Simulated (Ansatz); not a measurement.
# LaBPd3 (Pm-3m): a soft mode frozen in, part 2 of 3

Wanted: the energy along a soft mode of LaBPd3 (Pm-3m) and the structure at the end.

Ansatz 0.2.0; DFT PBEsol, scalar-relativistic, plane waves, PAW; PAW set soft_1.

So far, highest frequency on the path or at a solved wavevector (cm⁻¹): step 2 (response at finite wavevector) 514. Also lowest frequency on the path (cm⁻¹): step 2 -77.6.

## Step 3: The mode frozen in, largest atomic shift 0 Å

The mode followed lies at q = (0, 0, -0.5) with frequency 76.3i cm⁻¹ and is 2-fold degenerate, the softest among the wavevectors solved. At small amplitude the distorted cell has space group no. 63 by a symmetry search on the positions. The undistorted cell that holds it gives the zero of energy on the same k mesh.

System of this step: LaBPd3. Symmetry: Pm-3m, No. 221, cubic system. The conventional cell has a = 4.348 Å, b = 4.348 Å, c = 4.348 Å, α = 90.00°, β = 90.00°, γ = 90.00°. La has 12 Pd at 3.07 Å and 8 B at 3.77 Å nearest. B has 6 Pd at 2.17 Å and 8 La at 3.77 Å nearest. Pd has 2 B at 2.17 Å and 8 Pd at 3.07 Å and 4 La at 3.07 Å nearest. Pd has 2 B at 2.17 Å and 8 Pd at 3.07 Å and 4 La at 3.07 Å nearest. Farther neighbours are not listed.

File input.yaml:

```yaml
crystal:
  lattice:
    - [4.3478863627, 0.0, 0.0]
    - [0.0, 4.3478863627, 0.0]
    - [0.0, 0.0, 8.6957727253]
  atoms:
    - { symbol: La, position: [0.0, 0.0, 0.5] }
    - { symbol: La, position: [0.0, 0.0, 0.0] }
    - { symbol: B, position: [0.5, 0.5, 0.25] }
    - { symbol: B, position: [0.5, 0.5, 0.75] }
    - { symbol: Pd, position: [0.0, 0.5, 0.25] }
    - { symbol: Pd, position: [0.0, 0.5, 0.75] }
    - { symbol: Pd, position: [0.5, 0.0, 0.25] }
    - { symbol: Pd, position: [0.5, 0.0, 0.75] }
    - { symbol: Pd, position: [0.5, 0.5, 0.5] }
    - { symbol: Pd, position: [0.5, 0.5, 0.0] }
kpoints:
  mp_grid: { grid: [8, 8, 4] }
hamiltonian:
  xc: pbesol
  pseudopotentials: { kind: paw, azcp: { folder: soft_1 }, xc_functional: pbe }
scf:
  occupations: { method: methfessel_paxton, width: 0.2 }
output:
  forces: true
  stress: true
  eigenvalues: true
```

Run with:

```
$ ansatz run input.yaml --threads 4 --pin off --max-ram 10240MiB --backend cpu --events-out ev --progress --plain --runs-dir out
```

Numbers of over 12 decimals in the logs are rounded to 6 here.

Log:

```text
[...]
Crystal: 10 atoms, lattice volume = 164.386 Å³
Basis set: ecut = 420 eV, 3197 PW (Γ), exchange–correlation on 60×60×120 points (8 copies of the dense FFT grid, shifted against one another)
Bands: 82, of which v1, the nominal top of the filled ones, is band 68 counted from 1 (67 counted from 0)
Symmetry: 32 space group operations
[...]
k-points: 45 of 256
[...]
k-point 0: bands = [... 64 lower, 15.1675, 15.5125, 15.5125, 15.5125, 17.0832, 17.0832, 18.4232, 18.6866, ... 24 higher]
  k-point 1: bands = [... 64 lower, 15.1673, 15.3547, 16.0931, 16.0931, 17.0210, 17.0210, 18.4716, 18.6572, ... 24 higher]
  k-point 2: bands = [... 64 lower, 15.1669, 15.1669, 16.6985, 16.6985, 16.6985, 16.6985, 18.5744, 18.5744, ... 24 higher]
  k-point 44: bands = [... 64 lower, 16.7145, 16.7145, 16.7145, 16.7145, 16.7687, 16.7687, 17.3192, 17.3192, ... 24 higher]
[key lines of the parts left out:]
SCF converged after 13 iterations
Free energy (F): -54074.002392 eV
Fermi energy:    16.894733 eV
P = ⅓ Tr σ = 0.0001 GPa (0.001 kbar)
```

The job ended after 17 s (4 threads of Arm Neoverse V1, shared host; peak memory 0.93 GiB; 67 s of CPU time).

Numbers from this step:

```yaml
pressure: 9.75e-5 GPa
energy_from_the_undistorted_cell: 0 meV/atom
```

The run ends at a pressure of 0.00 GPa.

## Step 4: The mode frozen in, largest atomic shift 0.45 Å

The atoms are moved along the unstable eigenvector, the largest shift by 0.45 Å, with the cell fixed.

input.yaml, the sections that differ from step 3:

```yaml
crystal:
  lattice:
    - [4.3478863627, 0.0, 0.0]
    - [0.0, 4.3478863627, 0.0]
    - [0.0, 0.0, 8.6957727253]
  atoms:
    - { symbol: La, position: [-0.036470787, -0.036470787, 0.5] }
    - { symbol: La, position: [0.036470787, 0.036470787, 0.0] }
    - { symbol: B, position: [0.5, 0.5, 0.25] }
    - { symbol: B, position: [0.5, 0.5, 0.75] }
    - { symbol: Pd, position: [0.0, 0.5, 0.25] }
    - { symbol: Pd, position: [0.0, 0.5, 0.75] }
    - { symbol: Pd, position: [0.5, 0.0, 0.25] }
    - { symbol: Pd, position: [0.5, 0.0, 0.75] }
    - { symbol: Pd, position: [0.4268154627, 0.4268154627, 0.5] }
    - { symbol: Pd, position: [0.5731845373, 0.5731845373, 0.0] }
# kpoints, hamiltonian, scf, output: as in step 3
```

Log:

```text
[...]
Crystal: 10 atoms, lattice volume = 164.386 Å³
Basis set: ecut = 420 eV, 3197 PW (Γ), exchange–correlation on 60×60×120 points (8 copies of the dense FFT grid, shifted against one another)
Bands: 82, of which v1, the nominal top of the filled ones, is band 68 counted from 1 (67 counted from 0)
Symmetry: 8 space group operations
[...]
k-points: 63 of 256
[...]
k-point 0: bands = [... 64 lower, 15.3406, 15.3714, 15.6935, 15.8251, 16.8057, 17.0044, 18.2864, 18.5676, ... 24 higher]
  k-point 1: bands = [... 64 lower, 15.1652, 15.3070, 16.1194, 16.1870, 16.8000, 16.8041, 18.3367, 18.5353, ... 24 higher]
  k-point 2: bands = [... 64 lower, 15.1618, 15.1618, 16.5070, 16.5070, 16.6307, 16.6307, 18.4456, 18.4456, ... 24 higher]
  k-point 62: bands = [... 64 lower, 16.4873, 16.4873, 16.7302, 16.7302, 16.8513, 16.8513, 17.7925, 17.7925, ... 24 higher]
[key lines of the parts left out:]
SCF converged after 14 iterations
Free energy (F): -54074.199991 eV
Fermi energy:    16.871922 eV
P = ⅓ Tr σ = 0.1823 GPa (1.823 kbar)
```

The job ended after 27 s (4 threads; peak memory 1.1 GiB).

Numbers from this step:

* pressure: 0.1823 GPa
* energy from the undistorted cell: -19.82 meV/atom

The energy, extrapolated to zero smearing, is -19.82 meV/atom against the undistorted cell.

The run ends at a pressure of 0.18 GPa, with forces up to 0.35 eV/Å.

## Step 5: Energy along the mode, all amplitudes (two of the runs are shown above)

An imaginary frequency means negative curvature, so the energy should fall and then rise again as anharmonic terms take over.

Numbers from this step:

```
depth at the lowest point sampled  : 19.82 meV/atom
largest atomic shift at that point : 0.45 Å
```

The energy from the parent by largest atomic shift:

| largest atomic shift (Å) | energy from the parent (meV/atom) |
| --- | --- |
| 0.000 | 0 |
| 0.040 | -0.479 |
| 0.080 | -1.85 |
| 0.140 | -5.21 |
| 0.220 | -11.1 |
| 0.320 | -17.6 |
| 0.450 | -19.8 |
| 0.600 | -8.95 |

Displacement at unit largest shift by atom:

| atom | x (Å) | y (Å) | z (Å) | size |
| --- | --- | --- | --- | --- |
| La1 | -0.352 | -0.352 | 0.000 | 0.498 |
| La2 | 0.352 | 0.352 | 0.000 | 0.498 |
| B3 | 0.000 | 0.000 | 0.000 | 0.000 |
| B4 | 0.000 | 0.000 | 0.000 | 0.000 |
| Pd5 | 0.000 | 0.000 | 0.000 | 0.000 |
| Pd6 | 0.000 | 0.000 | 0.000 | 0.000 |
| Pd7 | 0.000 | 0.000 | 0.000 | 0.000 |
| Pd8 | 0.000 | 0.000 | 0.000 | 0.000 |
| Pd9 | -0.707 | -0.707 | 0.000 | 1.000 |
| Pd10 | 0.707 | 0.707 | 0.000 | 1.000 |

The lowest of the steps tried is at 0.45 Å, 19.8 meV/atom below the parent; the bottom of the well need not coincide with a step.

## Step 6: Relaxing from the distorted cell

Starting from the lowest point found, all atoms and the cell are let go, so that strain and other modes of the same symmetry can join in.

input.yaml, as its differences from that of step 4:

```diff
@@ -27 +27,6 @@
   eigenvalues: true
+relax:
+  adjacent_minimum: "off"
+  f_tol: 0.002
+  max_steps: 120
+  cell: { stress_tol: 0.03 }
```

Log:

```text
[...]
Crystal: 10 atoms, lattice volume = 164.386 Å³
Basis set: ecut = 420 eV, 3197 PW (Γ), exchange–correlation on 60×60×120 points (8 copies of the dense FFT grid, shifted against one another)
Bands: 82, of which v1, the nominal top of the filled ones, is band 68 counted from 1 (67 counted from 0)
Symmetry: 8 space group operations
[...]
k-points: 63 of 256
[...]
SCF iter   1: F=—  HF=-54159.645628 eV  |F-HF|=—  |Δ(HF+E_count)|=         —  Δρ=1.10e0  dr2=3.44e3  ethr=3.10e-3  ⟨swp⟩=4.2  Hψ=14933  notcnv=0
[...]
SCF iter  14: F=-54074.199991 eV  HF=-54074.199991 eV  |F-HF|=3.00e-9  |Δ(HF+E_count)|=   5.98e-8  S|Δr|=    0.00e0  Δρ=1.14e-6  dr2=3.77e-9  ethr=7.35e-11  ⟨swp⟩=5.0  Hψ=20102  notcnv=0
SCF 1 converged in 14 iterations: F = -54074.199991 eV  dr2 = 3.77e-9
[...]
relax step   1: F+E_penalty+E_count = -54074.19999083 eV  Δ(F+E_penalty+E_count) = +0.000e0 eV  max|allowed force component| = 2.475e-1 eV/Å  Δτ_max = 0.0000 Å  P = +0.182 GPa  Ω = 164.386 Å³  (14 SCF iters, dr2 threshold 1.00e-7 eV, accepted)
Crystal: 10 atoms, lattice volume = 164.377 Å³
Basis set: ecut = 420 eV, 3233 PW (Γ), exchange–correlation on 60×60×120 points (8 copies of the dense FFT grid, shifted against one another)
Bands: 96, of which v1, the nominal top of the filled ones, is band 68 counted from 1 (67 counted from 0)
[...]
SCF iter   6: F=-54074.292610 eV  HF=-54074.292610 eV  |F-HF|=1.38e-7  |Δ(HF+E_count)|=   1.15e-8  S|Δr|=    0.00e0  Δρ=1.39e-5  dr2=3.10e-7  ethr=7.35e-10  ⟨swp⟩=7.0  Hψ=27159  notcnv=0
SCF 2 converged in 6 iterations: F = -54074.292610 eV  dr2 = 3.10e-7
[...]
relax step   2: F+E_penalty+E_count = -54074.29261011 eV  Δ(F+E_penalty+E_count) = -9.262e-2 eV  max|allowed force component| = 1.419e-1 eV/Å  Δτ_max = 0.0764 Å  P = -0.004 GPa  Ω = 164.377 Å³  energy of the carried Pulay correction = +2.369e-6 eV  (6 SCF iters, dr2 threshold 1.00e-6 eV, accepted)
Crystal: 10 atoms, lattice volume = 163.723 Å³
Basis set: ecut = 420 eV, 3175 PW (Γ), exchange–correlation on 60×60×120 points (8 copies of the dense FFT grid, shifted against one another)
[...]
SCF iter   6: F=-54074.380133 eV  HF=-54074.380133 eV  |F-HF|=1.44e-7  |Δ(HF+E_count)|=   3.86e-7  S|Δr|=    0.00e0  Δρ=1.01e-5  dr2=2.18e-7  ethr=7.35e-10  ⟨swp⟩=6.8  Hψ=26410  notcnv=0
SCF 3 converged in 6 iterations: F = -54074.380133 eV  dr2 = 2.18e-7
relax step   3: F+E_penalty+E_count = -54074.38013282 eV  Δ(F+E_penalty+E_count) = -8.752e-2 eV  max|allowed force component| = 2.224e-1 eV/Å  Δτ_max = 0.0191 Å  P = +0.634 GPa  Ω = 163.723 Å³  energy of the carried Pulay correction = +1.825e-4 eV  (6 SCF iters, dr2 threshold 1.00e-6 eV, accepted)
[... from here on, the SCF cycles and remarks between the steps are left out ...]
relax step   4: F+E_penalty+E_count = -54074.45479403 eV  Δ(F+E_penalty+E_count) = -7.466e-2 eV  max|allowed force component| = 1.560e-1 eV/Å  Δτ_max = 0.0903 Å  P = -0.146 GPa  Ω = 164.785 Å³  energy of the carried Pulay correction = -1.097e-4 eV  (7 SCF iters, dr2 threshold 1.00e-6 eV, accepted)
relax step   5: F+E_penalty+E_count = -54074.46936754 eV  Δ(F+E_penalty+E_count) = -1.457e-2 eV  max|allowed force component| = 2.651e-2 eV/Å  Δτ_max = 0.0407 Å  P = -0.470 GPa  Ω = 165.117 Å³  energy of the carried Pulay correction = -2.005e-4 eV  (6 SCF iters, dr2 threshold 1.00e-6 eV, accepted)
relax step   6: F+E_penalty+E_count = -54074.46936149 eV  Δ(F+E_penalty+E_count) = +6.052e-6 eV  max|allowed force component| = 6.342e-2 eV/Å  Δτ_max = 0.0241 Å  P = -0.002 GPa  Ω = 164.713 Å³  energy of the carried Pulay correction = -8.992e-5 eV  (6 SCF iters, dr2 threshold 1.00e-6 eV, rejected (line search))
relax step   7: F+E_penalty+E_count = -54074.47163849 eV  Δ(F+E_penalty+E_count) = -2.271e-3 eV  max|allowed force component| = 1.204e-2 eV/Å  Δτ_max = 0.0032 Å  P = +0.093 GPa  Ω = 164.492 Å³  energy of the carried Pulay correction = -2.928e-5 eV  (9 SCF iters, accepted)
relax step   8: F+E_penalty+E_count = -54074.47194524 eV  Δ(F+E_penalty+E_count) = -3.068e-4 eV  max|allowed force component| = 4.066e-3 eV/Å  Δτ_max = 0.0043 Å  P = -0.070 GPa  Ω = 164.699 Å³  energy of the carried Pulay correction = -8.600e-5 eV  (6 SCF iters, dr2 threshold 1.17e-7 eV, accepted)
relax step   9: F+E_penalty+E_count = -54074.47201687 eV  Δ(F+E_penalty+E_count) = -7.163e-5 eV  max|allowed force component| = 5.205e-4 eV/Å  Δτ_max = 0.0019 Å  P = +0.001 GPa  Ω = 164.613 Å³  energy of the carried Pulay correction = -6.225e-5 eV  (6 SCF iters, dr2 threshold 2.07e-8 eV, accepted)
relax step  10: F+E_penalty+E_count = -54074.47712497 eV  Δ(F+E_penalty+E_count) = -5.108e-3 eV  max|allowed force component| = 5.881e-4 eV/Å  Δτ_max = 0.0000 Å  P = +0.079 GPa  Ω = 164.613 Å³  stress off target by 2.19e-1 GPa  SCF on the basis re-selected at this cell (its energy is not comparable with the rows above)  (6 SCF iters)
relax step  11: F+E_penalty+E_count = -54074.47740738 eV  Δ(F+E_penalty+E_count) = -2.824e-4 eV  max|allowed force component| = 6.963e-4 eV/Å  Δτ_max = 0.0035 Å  P = +0.009 GPa  Ω = 164.733 Å³  energy of the carried Pulay correction = -3.773e-5 eV  (5 SCF iters, dr2 threshold 1.20e-7 eV, accepted)
[...]
SCF iter   6: F=-54074.477437 eV  HF=-54074.477437 eV  |F-HF|=0.00e0  |Δ(HF+E_count)|=  7.28e-12  S|Δr|=    0.00e0  Δρ=3.87e-8  dr2=2.91e-12  ethr=1.00e-12  ⟨swp⟩=4.5  Hψ=18514  notcnv=0
SCF 12 converged in 6 iterations: F = -54074.477437 eV  dr2 = 2.91e-12
relax step  12: F+E_penalty+E_count = -54074.47743732 eV  Δ(F+E_penalty+E_count) = -2.995e-5 eV  max|allowed force component| = 7.717e-4 eV/Å  Δτ_max = 0.0000 Å  P = +0.009 GPa  Ω = 164.733 Å³  stress off target by 2.23e-2 GPa  SCF on the basis re-selected at this cell (its energy is not comparable with the rows above)  (6 SCF iters)
[...]
SCF converged after 6 iterations
[...]
Free energy (F): -54074.477437 eV
[...]
Internal energy: -54074.468450 eV  (E = F + TS)
E sigma→0 (E₀):  -54074.475191 eV
Entropy (-TS):   -0.008987 eV (-0.899 meV/atom)
Fermi energy:    16.865478 eV
[...]
--- Forces (eV/Å), atoms counted from 1 ---
  atom   1  La    -0.00077168    -0.00077168     0.00000000
  atom   2  La     0.00077168     0.00077168    -0.00000000
  atom   3  B     -0.00000000    -0.00000000    -0.00000000
  atom   4  B     -0.00000000    -0.00000000    -0.00000000
  atom   5  Pd    -0.00000000    -0.00000000     0.00000000
  atom   6  Pd    -0.00000000    -0.00000000     0.00000000
  atom   7  Pd     0.00000000    -0.00000000    -0.00000000
  atom   8  Pd    -0.00000000    -0.00000000    -0.00000000
  atom   9  Pd     0.00065985     0.00065985     0.00000000
  atom  10  Pd    -0.00065985    -0.00065985    -0.00000000
  max |Σ_I F_I| component: 3.47e-18 eV/Å
--- Stress (GPa, compression-positive) ---
        0.009750       0.012579       0.000000
        0.012579       0.009750      -0.000000
        0.000000      -0.000000       0.006170
  P = ⅓ Tr σ = 0.0086 GPa (0.086 kbar)
--- Band table (eV; the first three rows and the last of 63) ---
  k-point 0: bands = [... 64 lower, 15.3697, 15.4159, 15.7267, 15.7273, 16.7867, 17.1077, 18.1675, 18.3906, ... 24 higher]
  k-point 1: bands = [... 64 lower, 15.0701, 15.4222, 16.0941, 16.2031, 16.7754, 16.8501, 18.2288, 18.4728, ... 24 higher]
  k-point 2: bands = [... 64 lower, 15.0623, 15.0623, 16.5209, 16.5209, 16.6221, 16.6221, 18.3622, 18.3622, ... 24 higher]
  k-point 62: bands = [... 64 lower, 15.4470, 15.4470, 16.8427, 16.8427, 17.5583, 17.5583, 17.6341, 17.6341, ... 24 higher]
--- Relaxed structure (10 steps of the walk, 9 accepted, 2 SCFs on fresh bases) ---
  F+E_penalty+E_count = -54074.47743732 eV   max|allowed force component| = 7.717e-4 eV/Å   (the final SCF, on the basis selected at the relaxed cell)
  cell:  # Å, volume = 164.7330 Å³
    - [4.422027, 0.361019, 0.0]
    - [0.361019, 4.422027, 0.0]
    - [0.0, 0.0, 8.480906]
  atoms:
    - { symbol: La, position: [-0.024836, -0.024836, 0.500000] }
    - { symbol: La, position: [0.024836, 0.024836, 0] }
    - { symbol: B, position: [0.500000, 0.500000, 0.250000] }
    - { symbol: B, position: [0.500000, 0.500000, 0.75] }
    - { symbol: Pd, position: [0.0, 0.500000, 0.250000] }
    - { symbol: Pd, position: [0.0, 0.500000, 0.75] }
    - { symbol: Pd, position: [0.500000, 0.0, 0.250000] }
    - { symbol: Pd, position: [0.500000, 0.0, 0.75] }
    - { symbol: Pd, position: [0.427420, 0.427420, 0.500000] }
    - { symbol: Pd, position: [0.572580, 0.572580, 0] }
```

Elapsed: 3.8 min, on 4 threads; peak memory 1.1 GiB.

Relaxation path:

| step | energy less that of the first step (eV) | largest force component (eV/Å) | pressure (GPa) | volume (Å³) |
| --- | --- | --- | --- | --- |
| 1 | 0.0000 | 0.2475 | 0.18 | 164.39 |
| 2 | -0.0926 | 0.1419 | 0.00 | 164.38 |
| 3 | -0.1801 | 0.2224 | 0.63 | 163.72 |
| 4 | -0.2548 | 0.1560 | -0.15 | 164.79 |
| 5 | -0.2694 | 0.0265 | -0.47 | 165.12 |
| 6 | -0.2694 | 0.0634 | 0.00 | 164.71 |
| 7 | -0.2716 | 0.0120 | 0.09 | 164.49 |
| 8 | -0.2720 | 0.0041 | -0.07 | 164.70 |
| 9 | -0.2720 | 0.0005 | 0.00 | 164.61 |
| 10* | -0.2771 | 0.0006 | 0.08 | 164.61 |
| 11 | -0.2774 | 0.0007 | 0.01 | 164.73 |
| 12* | -0.2774 | 0.0008 | 0.01 | 164.73 |

Relaxation steps marked * repeat the geometry before them on a plane-wave basis chosen anew for their cell, so energy and pressure can jump there. Relaxation step 6 was tried and not accepted.

Forces are held to the 8 operations that the run works with; a distortion that breaks them can't arise in this run.

| conventional cell, symmetrised | before | after | change |
| --- | --- | --- | --- |
| a (Å) | 6.149 | 5.743 | -6.6 % |
| b (Å) | 6.149 | 6.764 | +10.0 % |
| c (Å) | 8.696 | 8.481 | -2.5 % |
| volume (Å³/atom) | 16.44 | 16.47 | +0.2 % |

The atoms that moved most (Å, as changes of fractional coordinates times the final cell):

| atom | dx | dy | dz | length |
| --- | --- | --- | --- | --- |
| La1 | 0.056 | 0.056 | 0.000 | 0.079 |
| La2 | -0.056 | -0.056 | 0.000 | 0.079 |

Numbers from this step:

```
pressure        : 0.008557 GPa
volume per atom : 16.47 Å³
```

The distorted start has space group Cmcm; the relaxation ends in Cmcm.

## Step 7: The new phase in its own primitive cell

The relaxed structure is symmetrised, reduced to its primitive cell and relaxed tightly, as its phonons need.

input.yaml, the sections that differ from step 6:

```yaml
crystal:
  lattice:
    - [2.8715668123, -3.3821240771, 0.0]
    - [2.8715668123, 3.3821240771, 0.0]
    - [0.0, 0.0, 8.4809060539]
  atoms:
    - { symbol: La, position: [0.024835759, 0.975164241, 0.25] }
    - { symbol: La, position: [0.975164241, 0.024835759, 0.75] }
    - { symbol: B, position: [0.5, 0.5, 0.0] }
    - { symbol: B, position: [0.5, 0.5, 0.5] }
    - { symbol: Pd, position: [0.5, 0.0, 0.0] }
    - { symbol: Pd, position: [0.5, 0.0, 0.5] }
    - { symbol: Pd, position: [0.0, 0.5, 0.0] }
    - { symbol: Pd, position: [0.0, 0.5, 0.5] }
    - { symbol: Pd, position: [0.5725802307, 0.4274197693, 0.25] }
    - { symbol: Pd, position: [0.4274197693, 0.5725802307, 0.75] }
relax:
  adjacent_minimum: "off"
  f_tol: 0.001
  max_steps: 60
  cell: { stress_tol: 0.01 }
# kpoints, hamiltonian, scf, output: as in step 6
```

Log:

```text
[...]
Crystal: 10 atoms, lattice volume = 164.733 Å³
Basis set: ecut = 420 eV, 3247 PW (Γ), exchange–correlation on 60×60×120 points (8 copies of the dense FFT grid, shifted against one another)
Bands: 82, of which v1, the nominal top of the filled ones, is band 68 counted from 1 (67 counted from 0)
Symmetry: 8 space group operations
[...]
k-points: 63 of 256
[...]
- { symbol: B, position: [0.500000, 0.500000, 0] }
    - { symbol: B, position: [0.500000, 0.500000, 0.5] }
    - { symbol: Pd, position: [0.5, -2.7755575615628914e-17, 0] }
    - { symbol: Pd, position: [0.5, -2.7755575615628914e-17, 0.5] }
    - { symbol: Pd, position: [-2.7755575615628914e-17, 0.5, 0] }
    - { symbol: Pd, position: [-2.7755575615628914e-17, 0.5, 0.5] }
    - { symbol: Pd, position: [0.572572, 0.427428, 0.25] }
    - { symbol: Pd, position: [0.427428, 0.572572, 0.750000] }
[key lines of the parts left out:]
SCF converged after 5 iterations
Free energy (F): -54074.477440 eV
Fermi energy:    16.864035 eV
P = ⅓ Tr σ = 0.0005 GPa (0.005 kbar)
```

Elapsed: 76 s, on 4 threads; peak memory 1.1 GiB; 5 min of CPU time.

Little changed from the start: no atom moved by 0.005 Å and no cell edge by 0.1 %.

This step gave:

- pressure: 5.00e-4 GPa

The largest force component left is 0.35 meV/Å and the pressure is 0.000 GPa, within the tolerances set. The cell now holds 16.47 Å³/atom.

(Part 2 of 3 ends here.)

[Logs are printed without paths, hosts, clocks, repeated set-up lines and the standing remarks that a program may print on its own settings, such as how far it seeks lower states.]

[Hosts, paths, dates, database ids (printed as entryN), source tags and the programs' standing remarks are cut or masked in the printed files.]
